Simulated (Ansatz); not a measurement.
# Lattice dynamics of TmCu (P4/mmm)

Aim: the phonons of TmCu (P4/mmm) at a cell relaxed beforehand at this level.

Calculated with Ansatz 0.2.0; DFT LDA, scalar-relativistic, plane waves, PAW.

In doubt: a part-filled 4f shell, where there is one, can sit in one of many states, so energies may not be the lowest and differences between runs may mislead; derivatives with an open 4f shell can jump between states, which bears on forces and vibrations.

## Step 1: Starting point

Symmetry: P4/mmm, No. 123, tetragonal system. The conventional cell has a = 3.333 Å, b = 3.333 Å, c = 3.345 Å, α = 90.00°, β = 90.00°, γ = 90.00°. Nearest to Tm lie 8 Cu at 2.89 Å. Nearest to Cu lie 8 Tm at 2.89 Å. Farther neighbours are not listed.

## Step 2: Linear response at the zone centre

The cell comes from relaxations at this level that are not shown. The zone centre is the only wavevector solved here; it holds the modes that light can see, as far as symmetry allows. No field response is asked, since the mesh shows no gap.

input.yaml reads:

```yaml
crystal:
  lattice:
    - [3.3328452684, 0.0, 0.0]
    - [0.0, 3.3328452684, 0.0]
    - [0.0, 0.0, 6.6907596508]
  atoms:
    - { symbol: Tm, position: [0.5, 0.5, 0.25], spin: 1.45 }
    - { symbol: Tm, position: [0.5, 0.5, 0.75], spin: -1.44 }
    - { symbol: Cu, position: [0.0, 0.0, 9.374e-07] }
    - { symbol: Cu, position: [0.0, 0.0, 0.4999990626] }
kpoints:
  mp_grid: { grid: [12, 12, 6] }
hamiltonian:
  xc: lda
scf:
  occupations: { method: gaussian, width: 0.15 }
output:
  eigenvalues: true
  populations: true
magnetization:
  spin_polarized: true
phonons:
  method: dfpt
```

On the command line:

```sh
> ansatz run input.yaml --threads 4 --pin off --max-ram 14336MiB --backend cpu --events-out ev --progress --plain --runs-dir out
```

Numbers of over 12 decimals in the logs are rounded to 6 here.

Log:

```text
Warning: where an SCF of this run starts from atoms to list the orders of its open shells, Tm (site 0, from 0) starts with 1.50 μB on its 4f shell, in the place of the 1.45 μB that the deck gives it: an open f shell starts with all that it can hold by Hund's first rule. To start from spheres of the given moment, type scf.initial_density.shell_occupations: []
Warning: where an SCF of this run starts from atoms to list the orders of its open shells, Tm (site 1, from 0) starts with -1.50 μB on its 4f shell, in the place of the -1.44 μB that the deck gives it: an open f shell starts with all that it can hold by Hund's first rule. To start from spheres of the given moment, type scf.initial_density.shell_occupations: []
Tm: projections on atomic orbitals take those of the free atom [Kr 4d10] 4f13 5s2 5p6 5d0 6s2, of charge +0.00 (hamiltonian.pseudopotentials.projection_atoms); the dataset's partial waves leave at most 2.0e-4 of an orbital's norm unspanned inside its sphere
zone centre: on kpoints.mp_grid the ground state, and the responses unless they are solved on pairs of k-points, stand on 196 of the mesh's 864 k-points, reduced under 4 symmetry operations, with k and −k counted as one. Each operation leaves every solved displacement unchanged or reverses it
Engine: ansatz 0.2.0, aarch64-unknown-linux-gnu
Pseudopotentials: kind: paw
Pseudopotential: Tm, paw, valence charge 23, recommended cutoff 420 eV (normal), Tm.paw.azcp
Pseudopotential: Cu, paw, valence charge 19, recommended cutoff 420 eV (normal), Cu.paw.azcp
Functional definition: SPW92
  exchange = slater_x
  correlation = pw_c
Crystal: 4 atoms, lattice volume = 74.320 Å³
Basis set: ecut = 420 eV, 1447 PW (Γ), exchange–correlation on 48×48×96 points (8 copies of the dense FFT grid, shifted against one another)
Bands: 53, of which v1, the nominal top of the filled ones, is band 42 counted from 1 (41 counted from 0)
Symmetry: 16 space group operations
Space group: P4/mmm (ITA 123), of the structure as read, at distance tolerance 4.2e-5 Å
Magnetic group: BNS 123.339 (UNI 999), of the structure as read, at distance tolerance 4.2e-5 Å
k-points: 112 of 864
Non-local potential: Tm, projectors of the file, l = 0: 3, l = 1: 2, l = 2: 2, l = 3: 3
Non-local potential: Cu, projectors of the file, l = 0: 3, l = 1: 2, l = 2: 3, l = 3: 1
PAW form: soft (Blöchl's): semilocal exchange-correlation on the pseudo side does not see the compensation charge
PAW frozen core: Tm, regenerated for the run's functional, and the local potential with it (the file was generated under x = pbe(κ = 0.804, μ = 0.219515), c = pbe(β = 0.066725))
PAW frozen core: Cu, regenerated for the run's functional, and the local potential with it (the file was generated under x = pbe(κ = 0.804, μ = 0.219515), c = pbe(β = 0.066725))
PAW one-centre angular grid: Tm, 590 points (default); XC on 64 Gauss nodes
PAW one-centre angular grid: Cu, 590 points (default); XC on 64 Gauss nodes
Initial density: superposition of atomic densities (chi_scale 0.1, normalization cell)
Starting moments: Σ|m| = 2.89 μB on 2 of 4 sites
Initial wavefunctions: pseudopotential atomic-orbital guess
Functional: x = slater, c = lda
SCF 1 converged in 22 iterations: F = -38476.699316 eV  dr2 = 1.55e-8
  greatest PAW one-centre occupation: 1.000 electrons in one spin orbital (limit 2), on the Cu atom at site 3 (counted from 0), in its partial waves of l = 0
a single point of the input's cell can leave the moments in the input for a lower state (scf.lower_state_search): this run first made a single point of its cell. This run's own SCFs start from the density of the state that the single point found, with the moments in the input. The single point stayed on the moments in the input.
k-points: 196 of 864 (irreducible under 4 space group operations, time reversal used)
Initial density: read from a saved state, or passed on in memory by an earlier SCF of this step, an earlier step, the calling program or the single point that the run made first
Stability of the state it starts from, as read at its close in the collinear treatment: not read negative (Ritz values of 1 − χ₀K, real part plus size of imaginary part, from 0.33 to 0.66, by its mixing steps under the symmetry group of the SCF that read it); its run was given moments
Starting moments: Σ|m| = 2.89 μB on 2 of 4 sites; this step starts from the density that it was given
iter 1 solved again at ethr=1.09e-9 eV; its pass at ethr=3.10e-3 eV (dr2=9.13e-7 eV) is discarded
SCF iter   1: F=—  HF=-38476.699317 eV  |F-HF|=—  |Δ(HF+E_count)|=         —  Δρ=8.52e-8 (↑8.34e-8 ↓8.52e-8)  dr2=2.21e-11  dr2_m=3.44e-13  M=0.000 μB ∫|m|=2.667 μB  β_m=0.65  ethr=1.09e-9  ⟨swp⟩=7.3  Hψ=191548  notcnv=0
preconditioner: auto → Kerker (q_TF=auto, 2.785 Å⁻¹)  [metal: Δε(μ)=0.001 eV  Ē_g=9.289 eV  σ=0.150 eV  W_gap=0.00  n_scr=28 (ndim 8)  ℏωp=34.5 eV  f_vac=0.000  D(μ)=23.11/eV (n_scr^D=506)]
spin=Collinear: Kerker preconditioning applied to the charge; magnetization (m = ρ↑ − ρ↓) channel mixes plain (no charge-response kernel on spin).
SCF iter   2: F=—  HF=-38476.699316 eV  |F-HF|=—  |Δ(HF+E_count)|=   1.06e-6  Δρ=1.35e-7 (↑1.34e-7 ↓1.35e-7)  dr2=2.96e-11  dr2_m=7.22e-13  M=0.000 μB ∫|m|=2.667 μB  β_m=0.30  ethr=1.00e-12  ⟨swp⟩=4.2  Hψ=63318  notcnv=0
SCF iter   3: F=—  HF=-38476.699316 eV  |F-HF|=—  |Δ(HF+E_count)|=  1.46e-11  Δρ=4.99e-8 (↑2.85e-8 ↓4.99e-8)  dr2=2.42e-12  dr2_m=3.88e-13  M=0.000 μB ∫|m|=2.667 μB  β_m=0.53  ethr=1.00e-12  ⟨swp⟩=1.0  Hψ=20791  notcnv=0
SCF iter   4: F=—  HF=-38476.699316 eV  |F-HF|=—  |Δ(HF+E_count)|=  7.28e-12  Δρ=4.90e-8 (↑4.90e-8 ↓4.24e-8)  dr2=2.15e-12  dr2_m=5.26e-13  M=0.000 μB ∫|m|=2.667 μB  β_m=0.77  ethr=1.00e-12  ⟨swp⟩=1.2  Hψ=20888  notcnv=0
SCF iter   5: F=—  HF=-38476.699316 eV  |F-HF|=—  |Δ(HF+E_count)|=  7.28e-12  Δρ=5.42e-8 (↑2.98e-8 ↓5.42e-8)  dr2=3.20e-12  dr2_m=3.63e-13  M=0.000 μB ∫|m|=2.667 μB  β_m=0.80  ethr=1.00e-12  ⟨swp⟩=1.4  Hψ=21159  notcnv=0
SCF iter   6: F=—  HF=-38476.699316 eV  |F-HF|=—  |Δ(HF+E_count)|=    0.00e0  Δρ=4.97e-8 (↑4.97e-8 ↓2.51e-8)  dr2=4.48e-12  dr2_m=2.62e-13  M=0.000 μB ∫|m|=2.667 μB  β_m=0.86  ethr=1.00e-12  ⟨swp⟩=1.5  Hψ=21365  notcnv=0
SCF iter   7: F=—  HF=-38476.699316 eV  |F-HF|=—  |Δ(HF+E_count)|=    0.00e0  Δρ=2.42e-8 (↑2.42e-8 ↓2.41e-8)  dr2=1.24e-12  dr2_m=3.36e-14  M=0.000 μB ∫|m|=2.667 μB  β_m=0.65  ethr=1.00e-12  ⟨swp⟩=1.5  Hψ=21319  notcnv=0
SCF iter   8: F=—  HF=-38476.699316 eV  |F-HF|=—  |Δ(HF+E_count)|=    0.00e0  Δρ=2.17e-8 (↑2.17e-8 ↓1.42e-8)  dr2=8.51e-13  dr2_m=3.67e-14  M=0.000 μB ∫|m|=2.667 μB  β_m=0.55  ethr=1.00e-12  ⟨swp⟩=1.5  Hψ=21351  notcnv=0
SCF iter   9: F=-38476.699316 eV  HF=-38476.699316 eV  |F-HF|=0.00e0  |Δ(HF+E_count)|=  7.28e-12  Δρ=8.95e-8 (↑6.53e-8 ↓8.95e-8)  dr2=7.13e-12  dr2_m=1.95e-12  M=0.000 μB ∫|m|=2.667 μB  ethr=1.00e-12  ⟨swp⟩=6.4  Hψ=119408  notcnv=0
SCF 2 converged in 9 iterations: F = -38476.699316 eV  dr2 = 7.13e-12
DFPT response loops at Γ: preconditioner auto → Kerker (q_TF=auto, 2.785 Å⁻¹) (partly filled bands, converged f_vac=0.000); β = 1.00, the filter's whole step (`scf.mixing.beta` (0.30) is not read by the response loops under this deck's `scf.mixing.preconditioner`; to damp them name `kerker` or `kerker_dos`, under which they read `scf.mixing.beta`, and type it under 1.00, their step now; both keys bind the ground state too); Broyden in place of MSR1
SCF converged after 9 iterations
Magnetization: 0.0000 μB (42.0000 up, 42.0000 down)
Absolute magnetization: 2.6694 μB (∫|ρ↑−ρ↓|, with the PAW one-centre terms)
Spin contamination: 0.7229 ħ² per cell (⟨S²⟩ above its minimum at these occupations)
Per-site moments (μB) at R_I (Å): [(1.313638, 1.192104), (-1.313635, 1.192107), (-2.825305777635904e-8, 1.192104), (-2.8253057804801866e-8, 1.192104)]
Free energy (F): -38476.699316 eV
Harris-Foulkes:  -38476.699316 eV  (|F-HF|=0.00e0)
Internal energy: -38476.439346 eV  (E = F + TS)
E sigma→0 (E₀):  -38476.569331 eV
Entropy (-TS):   -0.259970 eV (-64.992 meV/atom)
Fermi energy:    15.229660 eV
--- Per-component energies (eV) ---
  E_band       = -582.521413
  E_kinetic    = 1323.224069
  E_local      = -19731.537514  (includes V_loc(G=0)·N_el)
  E_nonlocal   = 3763.816496
  E_hartree    = 8439.721083
  E_xc         = -513.894110
  E_vxc        = -629.389465  (∫ρ·V_xc dr)
  E_paw        = -17841.766391  (= ΣΔE_a)
  E_vpaw       = -2188.077848  (= ΣTr[D̂ρ^β])
  E_aug_tail   = 0.000420  (compensation charges beyond the density's cutoff)
  E_ewald      = -13920.958268
  E_core_change = 4.954868  (= ΣΔE_core)
  E_smearing   = -0.259970  (= −TS)
  E_closure    = 0.000000  (closes the sum)
  Σ components = -38476.699316   (vs F -38476.699316, Δ=0.00e0)
--- Band table (eV; the first three rows and the last of 392) ---
  k-point 0 ↑: bands = [... 38 lower, 15.0992, 15.0992, 15.1217, 15.1624, 15.1624, 16.5828, 16.6623, 16.6692, ... 7 higher]
  k-point 1 ↑: bands = [... 38 lower, 15.0966, 15.0966, 15.1213, 15.1605, 15.1605, 16.5862, 16.6515, 16.6675, ... 7 higher]
  k-point 2 ↑: bands = [... 38 lower, 15.0912, 15.1207, 15.1574, 15.1574, 15.2018, 16.4946, 16.5935, 16.6637, ... 7 higher]
  k-point 195 ↓: bands = [... 38 lower, 15.0417, 15.0417, 15.0727, 15.0838, 15.0838, 15.2305, 15.4614, 15.4614, ... 7 higher]
--- Phonons (Γ-DFPT): 6 representative perturbations + reference, on 196 of 864 k-points (Σ response iterations 42) ---
  k mesh reduced under 4 symmetry operations, with k and −k counted as one. Each operation leaves every solved displacement unchanged or reverses it
  ASR residual: 1.775e-4 → 0.000e0 eV/Å²; symmetrization residual: 1.479e-5 eV/Å²
  ASR residual per site (eV/Å²): 1.78e-4 1.11e-4 1.53e-5 1.53e-5
  Γ frequencies (cm⁻¹): 0.00 0.00 0.00 70.51 70.51 100.45 116.25 125.55 125.55 145.06 145.06 145.59
  non-analytic LO–TO correction: not included (Born effective charges unavailable; polar crystals: no LO–TO splitting at Γ)
--- Löwdin populations: 4 sites ---
  site symbol       q [e]    m [muB]
     0     Tm     23.5210     1.2648
     1     Tm     23.5210    -1.2648
     2     Cu     18.3965     0.0000
     3     Cu     18.3965     0.0000
  spilling = 0.001965 (of n_electrons = 84.000000)
```

Run time: 15 min. Hardware: 4 threads of Arm Neoverse N1, shared host; peak memory 3.9 GiB.

Reading the cycles: dr2 is the Hartree energy of the density residual (eV), the measure of convergence; HF is the Harris–Foulkes estimate of the energy, which meets the free energy F at convergence.

Numbers from this step:

| Item | Value |
| --- | --- |
| absolute magnetization | 2.669 μB |
| site moments | 1.314, -1.314, -2.83e-8, -2.83e-8 μB |
| volume per atom | 18.58 Å³ |
| gap on the k-mesh | 0 eV |
| sum-rule residual before enforcement | 1.78e-4 eV/Å² |
| point group | 4/mmm |
| highest optical mode at the zone centre (no LO-TO term) | 145.6 cm⁻¹ |
| lowest optical zone-centre mode | 70.51 cm⁻¹ |

Patterns of degenerate modes are one choice out of their space. Modes at Γ, with each element's share of the kinetic energy:

```
mode  frequency (cm⁻¹)      symmetry  Tm %  Cu %
   1               0.0      acoustic    73    27
   2               0.0      acoustic    73    27
   3               0.0      acoustic    73    27
   4              70.5            Eu   100     0
   5              70.5            Eu   100     0
   6             100.5           A1g     0   100
   7             116.2           A2u   100     0
   8             125.5            Eg     0   100
   9             125.5            Eg     0   100
  10             145.1  not assigned    27    73
  11             145.1  not assigned    27    73
  12             145.6  not assigned    27    73
```

Displacements in mode 4 (70.5 cm⁻¹), the largest set to 1:
```
Tm1 -1.00  0.00  0.00
Tm2  1.00  0.00  0.00
Cu3  0.00  0.00  0.00
Cu4  0.00  0.00  0.00
```

Displacements in mode 10 (145.1 cm⁻¹), the largest set to 1:
```
Tm1 -0.38  0.00  0.00
Tm2 -0.38  0.00  0.00
Cu3  1.00  0.00  0.00
Cu4  1.00  0.00  0.00
```

Before it was imposed, the acoustic sum rule was missed by 1.8e-4 eV/Å². Small misses are needed for a sound result but don't prove that mesh and cutoff are converged. The lowest optical mode is real, 70.5 cm⁻¹.

## Step 3: Outcome

| Quantity | Value |
| --- | --- |
| space group (within 0.01 Å) | P4/mmm |
| volume per atom | 18.6 Å³ |
| electronic character | no gap on this mesh |
| highest optical mode at the zone centre (no LO-TO term) | 146 cm⁻¹ |
| lowest optical zone-centre mode | 70.5 cm⁻¹ |
| imaginary modes at Γ (the only wavevector solved) | none |
| net magnetic moment of the cell as run | 2.4e-6 μB |

No mode at the zone centre of the cell as run is imaginary. The optical modes at Γ span 71 to 146 cm⁻¹. The dispersion is not part of this account. The highest mode in this list at Γ, 145.6 cm⁻¹, is mostly motion of Cu (73 % of the kinetic energy). The magnetic order is imposed (antiferromagnetic, q = (0, 0, 0.5), in the reciprocal basis of the primitive cell) and the runs use its cell of 4 atoms, a multiple of the chemical cell, so that Γ here also holds zone-boundary modes of the chemical cell; it can lower the symmetry of the database entry. The magnetic state is the one that the run reached from its starting moments; a lower one was not ruled out. With no gap, or one that is small against the smearing, the frequencies hang on the k mesh and the smearing, most of all near Kohn anomalies. The 4f shell is treated without a U, so valence and screening may be off. Spin-orbit coupling is left out, which can matter for the heavy elements here. These are harmonic frequencies at zero temperature: anharmonic shifts, linewidths and thermal expansion are left out.

[Logs are printed without paths, hosts, clocks, repeated set-up lines and the standing remarks that a program may print on its own settings, such as how far it seeks lower states.]

[Hosts, paths, dates, database ids (printed as entryN), source tags and the programs' standing remarks are cut or masked in the printed files.]
